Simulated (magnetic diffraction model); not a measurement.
# Li₈NiS₅Cl below its ordering temperature

Space group P6_3 (no. 173), a = 6.5260 Å, c = 13.2140 Å.

```
site  atom       x       y       z
  2a    Ni       0       0  0.9921
  2b    Cl     1/3     2/3  0.7032
  6c     S  0.9963  0.3225  0.4479
  2b     S     1/3     2/3  0.2106
  2a     S       0       0  0.6735
  6c    Li  0.0327  0.3213  0.2708
  6c    Li  0.9784  0.3593  0.6206
  2b    Li     1/3     2/3  0.9267
  2b    Li     1/3     2/3  0.4145
```

The compound is invented for this exercise: a known structure type with other elements, its cell scaled to their sizes and not relaxed.

Only Ni is taken to order (form factors of Ni3+); orders and moment sizes are assumed, and not adapted to the symmetry. Radiation: neutrons of λ = 2.36 Å, 5° to 50°; isotropic B of 0.45 Å² (Ni), 0.47 Å² (Cl), 0.55 Å² (S) and 0.78 Å² (Li). Simulated constant-wavelength pattern: nuclear and magnetic terms add, the magnetic one as |2.695 fm × Σ f S⊥ exp(2πi Q·r) exp(−B s²)|², summed over all Q at one angle with the factor 1/(sin²θ cos θ). For collinear order S is the moment m, which repeats by lattice and centring translations R with the sign exp(−2πi k·R). Free-ion form factors, Sears's scattering lengths of 1992, no absorption; a label names one of the reflections at its angle. The strongest nuclear line in the range is 100, and lines under 0.2 are left out.

Above the ordering temperature:

```
2θ (°)    index      I
 20.58  (0 0 2)   10.3
 24.10  (1 0 0)   28.7
 26.25  (1 0 1)   26.4
 31.89  (1 0 2)  100.0
 39.71  (1 0 3)    8.5
 41.86  (0 0 4)   37.1
 42.40  (1 1 0)   60.4
 43.74  (1 1 1)    2.2
 47.57  (1 1 2)   63.8
 48.88  (1 0 4)    4.1
 49.36  (2 0 0)    5.4
```

Below it (cell unchanged):

| 2θ (°) | I |
| --- | --- |
| 5.12 | 1.3 |
| 20.58 | 10.3 |
| 24.10 | 28.7 |
| 24.66 | 1.4 |
| 26.25 | 26.4 |
| 28.73 | 0.8 |
| 31.89 | 100.0 |
| 35.60 | 0.4 |
| 39.71 | 8.5 |
| 41.86 | 37.1 |
| 42.40 | 60.4 |
| 42.74 | 0.4 |
| 43.74 | 2.2 |
| 45.37 | 0.3 |
| 47.57 | 63.8 |
| 48.88 | 4.1 |
| 49.36 | 5.4 |
| 49.66 | 0.3 |

**Question.** Find the propagation vector, then choose among these models:
A. collinear moments along [101], 0.87 μB on Ni; signs + at (0, 0, 0.9921), + at (0, 0, 0.4921)
B. collinear moments along [101], 0.87 μB on Ni; signs + at (0, 0, 0.9921), − at (0, 0, 0.4921)
C. collinear moments along [001], 0.87 μB on Ni; signs + at (0, 0, 0.9921), − at (0, 0, 0.4921)
D. collinear moments along [001], 0.87 μB on Ni; signs + at (0, 0, 0.9921), + at (0, 0, 0.4921)

The new lines index as (0 0 1/2) at 5.12°, (1 0 1/2) at 24.66°, (1 0 3/2) at 28.73° and (1 0 5/2) at 35.60°, that is as H ± k with k = (0 0 1/2). Half indices mean that the moments reverse under translations with k·R a half-integer, and the magnetic cell has twice the primitive volume.

Magnetic intensity, observed (below minus above) and for each model:

| 2θ (°) | index | observed | A | B | C | D |
| --- | --- | --- | --- | --- | --- | --- |
| 5.12 | (0 0 1/2) | 1.3 | 1.3 | 1.3 | <0.2 | <0.2 |
| 24.66 | (1 0 1/2) | 1.4 | 1.4 | 1.4 | 1.5 | 1.5 |
| 28.73 | (1 0 3/2) | 0.8 | 0.8 | 0.8 | 0.8 | 0.8 |

Models A and B match alike on every line, so these data can't choose among them (such ties are often domains of one structure).

The structure used: k = (0 0 1/2), collinear moments along [101], 0.87 μB on Ni; signs + at (0, 0, 0.9921), − at (0, 0, 0.4921).

[Logs are printed without paths, hosts, clocks, repeated set-up lines and the standing remarks that a program may print on its own settings, such as how far it seeks lower states.]
